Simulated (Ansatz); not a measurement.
# Quasiparticle gap of WSe2 (P6_3/mmc)

Aim: the quasiparticle gap of WSe2 (P6_3/mmc), starting from HSE06.

Main program and level: Ansatz 0.2.0; HSE06, then G0W0 on it, plane waves, PAW.

The database entry behind the starting cell differs from later determinations by our own check (a about 0.2 % long), so it need not match the best structure at ambient conditions.

## 1. The starting structure

It takes space group P6_3/mmc (No. 194, hexagonal). Conventional cell: a = 3.290 Å, b = 3.290 Å, c = 12.970 Å, α = 90.00°, β = 90.00°, γ = 120.00°. Nearest to W lie 6 Se at 2.53 Å. Se has 3 W at 2.53 Å nearest. Farther neighbours and most contacts between anions are not listed.

The cell and positions come from the Crystallography Open Database and are kept as given unless a step says otherwise. Spin-orbit coupling is left out unless a step names it. The default PAW set here is soft_2. Its files were made with PBE.

## 2. HSE06 levels on the mesh and at listed points

HSE06 mixes in a quarter of exact exchange at short range.

This step: DFT, HSE06, plane waves, PAW.

Input file input.yaml:

```yaml
crystal:
  lattice:
    - [3.29, 0.0, 0.0]
    - [-1.645, 2.8492235785, 0.0]
    - [0.0, 0.0, 12.97]
  atoms:
    - { symbol: W, position: [0.3333333333, 0.6666666667, 0.25] }
    - { symbol: W, position: [0.6666666667, 0.3333333333, 0.75] }
    - { symbol: Se, position: [0.3333333333, 0.6666666667, 0.621] }
    - { symbol: Se, position: [0.6666666667, 0.3333333333, 0.121] }
    - { symbol: Se, position: [0.3333333333, 0.6666666667, 0.879] }
    - { symbol: Se, position: [0.6666666667, 0.3333333333, 0.379] }
kpoints:
  mp_grid: { grid: [6, 6, 2] }
  band_path:
    path:
      - [0.0, 0.0, 0.0]
      - [0.5, 0.0, 0.0]
      - [0.33333333, 0.33333333, 0.0]
      - [0.0, 0.0, 0.5]
      - [0.5, 0.0, 0.5]
      - [0.33333333, 0.33333333, 0.5]
      - [0.1666666667, 0.1666666667, 0.0]
    npoints: 1
hamiltonian:
  xc: hse06
scf:
  occupations: { method: fixed }
  n_extra_bands: 6
output:
  eigenvalues: true
  write_density: true
  write_potential: true
  elf: true
  volumetric_format: npy
```

On the command line:

```
> ansatz run input.yaml --threads 4 --pin off --max-ram 138240MiB --backend cuda --events-out ev --progress --plain --runs-dir out --devices 1 --max-vram 26GiB  # rebuilt from the run's record
```

Numbers of over 12 decimals in the logs are rounded to 6 here.

The program printed:

```text
scf.n_extra_bands = 6 over 46 filled bands (N_el = 92.0): the run solves 52 bands
GPUs: using 1 of 1 available (devices: 1).
Engine: ansatz 0.2.0, x86_64-unknown-linux-gnu
Pseudopotentials: kind: paw
Pseudopotential: W, paw, valence charge 14, recommended cutoff 420 eV (normal), W.paw.azcp
Pseudopotential: Se, paw, valence charge 16, recommended cutoff 420 eV (normal), Se.paw.azcp
Functional definition: HSE06
  parameter a = 0.25
  parameter omega = 0.11/bohr
  exchange = pbe_x - a*pbe_x_sr(omega) + a*exact_x_sr(omega)
  correlation = pbe_c
davidson cushion auto → on  (no smearing: the cushion is to keep the highest requested band from converging to the state above it; pin scf.eigensolver.cushion to override)
device memory: the entry about to start is reckoned to put 3.1 GiB on a device that reports 55.9 GiB free (of which the cap on the GPU budget leaves the run 26.0 GiB)
GPU FFT provider: cuFFT
GPU libraries: cuBLAS 13.8.2, cuFFT 12.4.0, cuSOLVER 12.3.4
Crystal: 6 atoms, lattice volume = 121.580 Å³
Basis set: ecut = 420 eV, 2419 PW (Γ)
Bands: 52, of which v1, the nominal top of the filled ones, is band 46 counted from 1 (45 counted from 0)
Symmetry: 24 space group operations
Space group: P63/mmc (ITA 194), of the structure as read, at distance tolerance 5.0e-5 Å
k-points: 14 of 72
Non-local potential: W, projectors of the file, l = 0: 3, l = 1: 2, l = 2: 2, l = 3: 1
Non-local potential: Se, projectors of the file, l = 0: 2, l = 1: 2, l = 2: 3, l = 3: 1
PAW form: soft (Blöchl's): semilocal exchange-correlation on the pseudo side does not see the compensation charge
PAW frozen core: W, regenerated for the run's functional, and the local potential with it (the file was generated under x = pbe(κ = 0.804, μ = 0.219515), c = pbe(β = 0.066725))
PAW frozen core: Se, regenerated for the run's functional, and the local potential with it (the file was generated under x = pbe(κ = 0.804, μ = 0.219515), c = pbe(β = 0.066725))
PAW one-centre angular grid: W, 590 points (default); XC on 64 Gauss nodes
PAW one-centre angular grid: Se, 590 points (default); XC on 64 Gauss nodes
Initial density: superposition of atomic densities (neutral atoms: chi_scale 0, normalization atom), corrected by the library's trained network
Initial wavefunctions: pseudopotential atomic-orbital guess
GPU buffer pool allocated for 51840 grid points (all kernels)
GPU transforms: local potential and band sums: pruned to the plane-wave sphere, on 24×24×90
Functional: x = pbe(κ = 0.804, μ = 0.219515), c = pbe(β = 0.066725), warm-up for x = pbe(κ = 0.804, μ = 0.219515) + 0.25 (exact − pbe) at short range (hse, ω = 0.207870 Å⁻¹), c = pbe(β = 0.066725); HSE06 as pw.x's `hse` composes it (authors' and Libxc's form: `xc: wpbeh`)
SCF iter   1: F=—  HF=-42649.203889 eV  |F-HF|=—  |Δ(HF+E_count)|=         —  Δρ=6.31e-3  dr2=5.87e-2  ethr=1.77e-3  ⟨swp⟩=5.2  Hψ=2881  notcnv=0
preconditioner: auto → none  [insulator: Δε(μ)=0.957 eV  Ē_g=8.047 eV  n_scr=40 (ndim 8)  ℏωp=20.2 eV  f_vac=0.044]
SCF iter   2: F=—  HF=-42649.235824 eV  |F-HF|=—  |Δ(HF+E_count)|=   3.19e-2  Δρ=7.26e-3  dr2=2.31e-1  ethr=6.38e-5  ⟨swp⟩=4.1  Hψ=2051  notcnv=0
SCF iter   3: F=—  HF=-42649.204430 eV  |F-HF|=—  |Δ(HF+E_count)|=   3.14e-2  Δρ=2.13e-3  dr2=5.92e-3  ethr=6.38e-5  ⟨swp⟩=3.8  Hψ=1826  notcnv=0
iter 4 solved again at ethr=2.04e-7 eV; its pass at ethr=6.44e-6 eV (dr2=1.88e-4 eV) is discarded
SCF iter   4: F=—  HF=-42649.205735 eV  |F-HF|=—  |Δ(HF+E_count)|=   1.31e-3  Δρ=7.74e-4  dr2=1.90e-4  ethr=2.04e-7  ⟨swp⟩=3.6  Hψ=3543  notcnv=0
SCF iter   5: F=-42649.206135 eV  HF=-42649.206130 eV  |F-HF|=4.24e-6  |Δ(HF+E_count)|=   3.95e-4  Δρ=8.59e-5  dr2=2.95e-6  ethr=2.04e-7  ⟨swp⟩=3.0  Hψ=2030  notcnv=0
SCF 1 stopped early in 5 iterations: F = -42649.206135 eV  dr2 = 2.95e-6
  greatest PAW one-centre occupation: 1.000 electrons in one spin orbital (limit 2), on the Se atom at site 4 (counted from 0), in its partial waves of l = 2
device memory: the entry about to start is reckoned to put 3.7 GiB on a device that reports 55.9 GiB free (of which the cap on the GPU budget leaves the run 26.0 GiB)
GPU FFT provider: cuFFT
GPU libraries: cuBLAS 13.8.2, cuFFT 12.4.0, cuSOLVER 12.3.4
Initial density: handed on by an earlier stage of this run
Initial wavefunctions: those handed on with the density
GPU buffer pool allocated for 51840 grid points (all kernels)
GPU transforms: local potential and band sums: pruned to the plane-wave sphere, on 24×24×90
Functional: x = pbe(κ = 0.804, μ = 0.219515) + 0.25 (exact − pbe) at short range (hse, ω = 0.207870 Å⁻¹), c = pbe(β = 0.066725); HSE06 as pw.x's `hse` composes it (authors' and Libxc's form: `xc: wpbeh`)
Exchange kernel: α = 0.2500, screened, ω = 0.2079 Å⁻¹, Wigner–Seitz truncation, v(0) = 1045.1731 eV·Å³, q-mesh 6×6×2, nearest image of the exchange supercell L = 19.74 Å, pair-density grid 15×15×60, without the augmentation charges, whose exchange is taken in its separable form by FFT convolution over the k-point mesh (sized by the pseudopotential files, 20×20×90 at the most), smooth part of the exact exchange by density-matrix convolution in up to 4.58 GiB of GPU memory as planned if the GPU has room (build and FFT work areas not counted)
Frozen-core exchange: fock
SCF iter   1: F=—  HF=-42657.190511 eV  |F-HF|=—  |Δ(HF+E_count)|=         —  Δρ=7.03e-3  dr2=1.29e-1  ethr=3.21e-8  ⟨swp⟩=7.9  Hψ=4186  notcnv=0
preconditioner: auto → none  [insulator: Δε(μ)=1.402 eV  Ē_g=9.317 eV  n_scr=40 (ndim 8)  ℏωp=20.2 eV  f_vac=0.044]
SCF iter   2: F=—  HF=-42657.148650 eV  |F-HF|=—  |Δ(HF+E_count)|=   4.19e-2  Δρ=2.28e-3  dr2=6.30e-3  ethr=3.21e-8  ⟨swp⟩=5.1  Hψ=3208  notcnv=0
SCF iter   3: F=—  HF=-42657.166268 eV  |F-HF|=—  |Δ(HF+E_count)|=   1.76e-2  Δρ=1.29e-3  dr2=1.25e-3  ethr=3.21e-8  ⟨swp⟩=5.0  Hψ=3107  notcnv=0
SCF iter   4: F=—  HF=-42657.165856 eV  |F-HF|=—  |Δ(HF+E_count)|=   4.11e-4  Δρ=3.99e-4  dr2=1.79e-4  ethr=3.21e-8  ⟨swp⟩=4.0  Hψ=2634  notcnv=0
SCF iter   5: F=—  HF=-42657.165849 eV  |F-HF|=—  |Δ(HF+E_count)|=   7.30e-6  Δρ=4.11e-5  dr2=4.93e-5  ethr=3.21e-8  ⟨swp⟩=3.0  Hψ=1947  notcnv=0
SCF iter   6: F=—  HF=-42657.166317 eV  |F-HF|=—  |Δ(HF+E_count)|=   4.68e-4  Δρ=1.05e-4  dr2=3.01e-5  ethr=1.20e-9  ⟨swp⟩=4.5  Hψ=3051  notcnv=0
SCF iter   7: F=-42657.166309 eV  HF=-42657.166309 eV  |F-HF|=4.47e-7  |Δ(HF+E_count)|=   7.06e-6  Δρ=2.30e-5  dr2=1.39e-6  ethr=1.20e-9  ⟨swp⟩=4.1  Hψ=2751  notcnv=0
SCF 2 stopped early in 7 iterations: F = -42657.166309 eV  dr2 = 1.39e-6
hybrid outer 1: dexx = +2.263e-2 eV, tail = 1.97e-4 eV
GPU FFT provider: cuFFT
GPU libraries: cuBLAS 13.8.2, cuFFT 12.4.0, cuSOLVER 12.3.4
GPU buffer pool allocated for 51840 grid points (all kernels)
GPU transforms: local potential and band sums: pruned to the plane-wave sphere, on 24×24×90
Exchange kernel: α = 0.2500, screened, ω = 0.2079 Å⁻¹, Wigner–Seitz truncation, v(0) = 1045.1731 eV·Å³, q-mesh 6×6×2, nearest image of the exchange supercell L = 19.74 Å, pair-density grid 15×15×60, without the augmentation charges, whose exchange is taken in its separable form by FFT convolution over the k-point mesh (sized by the pseudopotential files, 20×20×90 at the most), smooth part of the exact exchange by density-matrix convolution in up to 4.58 GiB of GPU memory as planned if the GPU has room (build and FFT work areas not counted)
Frozen-core exchange: fock
SCF iter   1: F=—  HF=-42657.166885 eV  |F-HF|=—  |Δ(HF+E_count)|=         —  Δρ=6.03e-5  dr2=3.19e-6  ethr=1.07e-6  ⟨swp⟩=2.0  Hψ=1610  notcnv=0
preconditioner: auto → none  [insulator: Δε(μ)=1.446 eV  Ē_g=9.246 eV  n_scr=40 (ndim 8)  ℏωp=20.2 eV  f_vac=0.044]
SCF iter   2: F=—  HF=-42657.166887 eV  |F-HF|=—  |Δ(HF+E_count)|=   2.27e-6  Δρ=2.53e-5  dr2=1.01e-6  ethr=2.94e-9  ⟨swp⟩=4.0  Hψ=2689  notcnv=0
iter 3 solved again at ethr=3.88e-11 eV; its pass at ethr=5.78e-10 eV (dr2=3.57e-8 eV) is discarded
SCF iter   3: F=—  HF=-42657.166887 eV  |F-HF|=—  |Δ(HF+E_count)|=   1.89e-7  Δρ=4.40e-6  dr2=4.33e-7  ethr=3.88e-11  ⟨swp⟩=2.0  Hψ=3751  notcnv=0
SCF iter   4: F=—  HF=-42657.166890 eV  |F-HF|=—  |Δ(HF+E_count)|=   2.32e-6  Δρ=9.45e-6  dr2=1.27e-7  ethr=3.88e-11  ⟨swp⟩=4.6  Hψ=2893  notcnv=0
SCF iter   5: F=-42657.166890 eV  HF=-42657.166890 eV  |F-HF|=3.09e-8  |Δ(HF+E_count)|=   2.86e-8  Δρ=3.11e-6  dr2=5.15e-8  ethr=3.88e-11  ⟨swp⟩=3.0  Hψ=1940  notcnv=0
SCF 3 converged in 5 iterations: F = -42657.166890 eV  dr2 = 5.15e-8
hybrid outer 2: dexx = +3.193e-6 eV, tail = 2.00e-7 eV, Δε = 1.56e-3 eV (about 9.40e-5 eV left of the loop's levels)
device memory: the entry about to start is reckoned to put 0.9 GiB on a device that reports 55.9 GiB free (of which the cap on the GPU budget leaves the run 26.0 GiB)
NSCF: frozen V_eff on 7 k-points
hybrid SCF converged: 2 outer / 12 inner (+5 warm-up), last move |dexx| = 3.19e-6 eV, tail = 2.00e-7 eV
Stability not checked: this state was not tested for a lower state beside it, because the functional holds exact exchange (a hybrid, or Hartree-Fock), whose exchange loop this test does not read (fock_operator; see scf.lower_state_search)
Free energy (F): -42657.166890 eV
Frozen-core exchange: fock
Harris-Foulkes:  -42657.166890 eV  (|F-HF|=3.09e-8)
Internal energy: -42657.166890 eV  (E = F + TS)
E sigma→0 (E₀):  -42657.166890 eV
Fermi energy:    12.634012 eV
--- Per-component energies (eV) ---
  E_band       = -1940.016997
  E_kinetic    = 1372.543151
  E_local      = -11409.539985  (includes V_loc(G=0)·N_el)
  E_nonlocal   = -2380.179891
  E_hartree    = 5487.224313
  E_xc         = -760.950759
  E_vxc        = -695.621653  (∫ρ·V_xc dr)
  E_exx        = -354.553185  (= α·E_x^exact, valence–valence)
  E_paw        = -24606.733000  (= ΣΔE_a)
  E_vpaw       = 907.436448  (= ΣTr[D̂ρ^β])
  E_aug_tail   = -0.002481  (compensation charges beyond the density's cutoff)
  E_ewald      = -9994.845457
  E_core_change = -10.129596  (= ΣΔE_core)
  E_smearing   = -0.000000  (= −TS)
  E_closure    = -0.000000  (closes the sum)
  Σ components = -42657.166890   (vs F -42657.166890, Δ=0.00e0)
--- Band table (eV; the first three rows and the last of 14) ---
  k-point 0: bands = [... 42 lower, 10.9438, 11.3276, 11.4059, 12.6340, 15.9085, 15.9085, 15.9617, 15.9617, ... 2 higher]
  k-point 1: bands = [... 42 lower, 10.9119, 10.9119, 12.3695, 12.3695, 15.9102, 15.9102, 15.9102, 15.9102, ... 2 higher]
  k-point 2: bands = [... 42 lower, 10.5129, 11.3510, 11.4050, 11.8830, 14.8410, 15.4521, 15.4583, 15.5447, ... 2 higher]
  k-point 13: bands = [... 42 lower, 9.5026, 9.5026, 12.2768, 12.2768, 14.4100, 14.4100, 15.6929, 15.6929, ... 2 higher]
```

Elapsed: 34 s, on 1 × NVIDIA H100 80GB HBM3 (shared by 3 runs) with 4 threads of AMD EPYC 7R13 (Zen 3), shared host; peak memory 1.5 GiB.

Reading the cycles: dr2 is the Hartree energy of the density residual (eV), the measure of convergence; HF is the Harris–Foulkes estimate of the energy, which meets the free energy F at convergence.

Numbers from this step:

```
gap                     : 1.446 eV
valence top at          : Γ
conduction bottom at    : k = (0.167, 0.167, 0.000)
least direct gap        : 1.985 eV
exact-exchange fraction : 0.25
```

Over mesh and listed points the gap is 1.446 eV, from k = Γ to k = (0.167, 0.167, 0.000). The least direct gap found is 1.985 eV, at k = (0.333, 0.333, 0.000).

ELF in the ac plane at fractional y = 0.333, with atoms of W and Se within 0.2 Å of it. It is the smooth field of the valence electrons, not physical close to the nuclei.

Values, 24 rows by 14 columns, each cell a mean:
```
0.23 0.34 0.41 0.39 0.29 0.16 0.08 0.05 0.04 0.04 0.04 0.04 0.05 0.10
0.60 0.69 0.72 0.71 0.64 0.50 0.32 0.16 0.08 0.05 0.06 0.10 0.21 0.40
0.67 0.70 0.71 0.70 0.68 0.61 0.49 0.33 0.22 0.17 0.18 0.25 0.40 0.56
0.65 0.67 0.66 0.66 0.65 0.59 0.47 0.33 0.25 0.23 0.23 0.27 0.38 0.53
0.37 0.48 0.52 0.50 0.42 0.31 0.29 0.40 0.53 0.59 0.57 0.47 0.33 0.27
0.21 0.29 0.36 0.33 0.23 0.26 0.52 0.67 0.51 0.26 0.36 0.62 0.63 0.38
0.22 0.32 0.39 0.37 0.27 0.24 0.43 0.63 0.62 0.49 0.55 0.65 0.55 0.31
0.50 0.58 0.60 0.59 0.54 0.42 0.31 0.29 0.36 0.41 0.39 0.32 0.28 0.35
0.67 0.68 0.68 0.68 0.67 0.62 0.51 0.37 0.26 0.22 0.23 0.30 0.43 0.58
0.66 0.71 0.72 0.72 0.68 0.58 0.44 0.27 0.16 0.12 0.13 0.19 0.34 0.52
0.50 0.63 0.67 0.66 0.56 0.39 0.22 0.10 0.04 0.03 0.03 0.06 0.13 0.29
0.10 0.16 0.20 0.19 0.13 0.08 0.07 0.10 0.15 0.18 0.17 0.13 0.08 0.07
0.18 0.06 0.03 0.04 0.11 0.31 0.52 0.68 0.78 0.81 0.80 0.74 0.62 0.42
0.53 0.23 0.09 0.13 0.38 0.69 0.81 0.84 0.84 0.81 0.82 0.84 0.83 0.77
0.62 0.37 0.19 0.25 0.52 0.72 0.76 0.65 0.41 0.24 0.31 0.53 0.72 0.76
0.60 0.37 0.22 0.27 0.50 0.70 0.74 0.68 0.51 0.38 0.43 0.59 0.72 0.73
0.33 0.19 0.15 0.16 0.26 0.44 0.57 0.61 0.60 0.58 0.59 0.61 0.61 0.52
0.21 0.26 0.31 0.30 0.24 0.21 0.23 0.25 0.25 0.25 0.25 0.26 0.24 0.21
0.21 0.21 0.23 0.23 0.22 0.25 0.32 0.37 0.38 0.37 0.37 0.38 0.36 0.29
0.45 0.25 0.16 0.19 0.35 0.56 0.67 0.69 0.64 0.59 0.61 0.66 0.69 0.64
0.63 0.40 0.23 0.29 0.53 0.72 0.74 0.63 0.39 0.22 0.28 0.51 0.70 0.75
0.61 0.33 0.15 0.20 0.48 0.72 0.78 0.73 0.58 0.46 0.51 0.66 0.77 0.77
0.43 0.16 0.06 0.09 0.29 0.61 0.78 0.85 0.87 0.87 0.87 0.86 0.82 0.71
0.08 0.04 0.04 0.04 0.06 0.15 0.30 0.45 0.58 0.64 0.62 0.52 0.38 0.22
```
Columns run along a (3.3 Å), rows up along c (13.0 Å). Atoms in or near the plane, at fractional coordinates: W at (0.67, 0.75), Se at (0.67, 0.12), Se at (0.67, 0.38).

Electrostatic potential energy in the ac plane at fractional y = 0.333, with atoms of W and Se within 0.2 Å of it. With pseudopotentials it is smooth inside the atoms' cores, unlike the true potential.

Values in eV, 24 rows by 14 columns, each cell a mean:
```
 16  16  16  16  16  16  17  17  17  17  17  17  17  17
 13  11  10  10  12  14  15  16  17  17  17  16  16  15
  9   4   1   2   6  10  13  15  15  16  16  15  14  12
 10   7   6   6   8  10  11  10   9   8   9  10  11  11
 10  12  12  12  11   7  -2 -13 -21 -25 -24 -18  -7   3
  5  11  13  13   9  -2 -21 -34 -36 -36 -36 -35 -29 -11
  7  11  13  13   9   0 -16 -30 -35 -36 -36 -34 -24  -7
 10  11  11  11  11   9   6   0  -7 -10  -9  -4   3   8
  9   5   2   3   6  10  12  13  13  13  13  13  13  12
 10   6   4   4   7  11  14  15  16  16  16  16  15  13
 15  14  13  13  14  15  16  16  17  17  17  17  16  16
 17  17  17  17  17  17  17  17  17  17  17  17  17  17
 16  17  17  17  17  16  15  14  12  11  12  13  14  16
 14  15  16  16  15  11   4  -2  -4  -3  -4  -4   0   8
 10  14  15  15  12   4  -6  -3   3   6   5   0  -6  -3
 10  13  13  13  12   6  -3  -6  -2   0  -1  -4  -6   1
  9   8   7   7   8   9   8   5   2   0   1   4   7   9
  4  -1  -4  -4   1   6  10  12  13  13  13  13  11   8
  5   2  -1   0   3   7  10  11  11  11  11  11  11   9
 10  10  10  10  10   9   5  -1  -4  -5  -4  -3   2   8
 10  13  14  14  12   4  -6  -4   2   5   4  -1  -7  -2
 11  14  15  15  13   6  -4  -5   0   4   2  -2  -6   0
 15  16  16  16  16  13   9   4   1  -1   0   2   7  12
 17  17  17  17  17  17  16  16  15  15  15  15  16  16
```
Columns run along a (3.3 Å; values clipped at the 3rd and 97th percentile), rows up along c (13.0 Å). Atoms in or near the plane, at fractional coordinates: W at (0.67, 0.75), Se at (0.67, 0.12), Se at (0.67, 0.38).

(Part 1 of 2 ends here.)

[Paths, hosts, dates, memory and timing lines, banners, echoed tables and standing remarks are left out of the program output.]

[Logs are printed without paths, hosts, clocks, repeated set-up lines and the standing remarks that a program may print on its own settings, such as how far it seeks lower states.]

[Runs of the session that timed out or met a known fault of the program may be left out.]

[Cells called generated may have been cut or substituted from an entry of the Crystallography Open Database or the Materials Project.]

[Hosts, paths, dates, database ids (printed as entryN), source tags and the programs' standing remarks are cut or masked in the printed files.]

[Where an RPA ε∞ is given, it is that of the G0W0 mesh and is not shown converged in it. Names of k-points follow the symmetry that the program found, which can be lower than the space group named. Band edges on a path are those of the sampled points; other points can move an edge, and change direct to indirect where valleys lie close.]

[Hybrid gaps are those of their k-mesh and are not shown converged in it.]
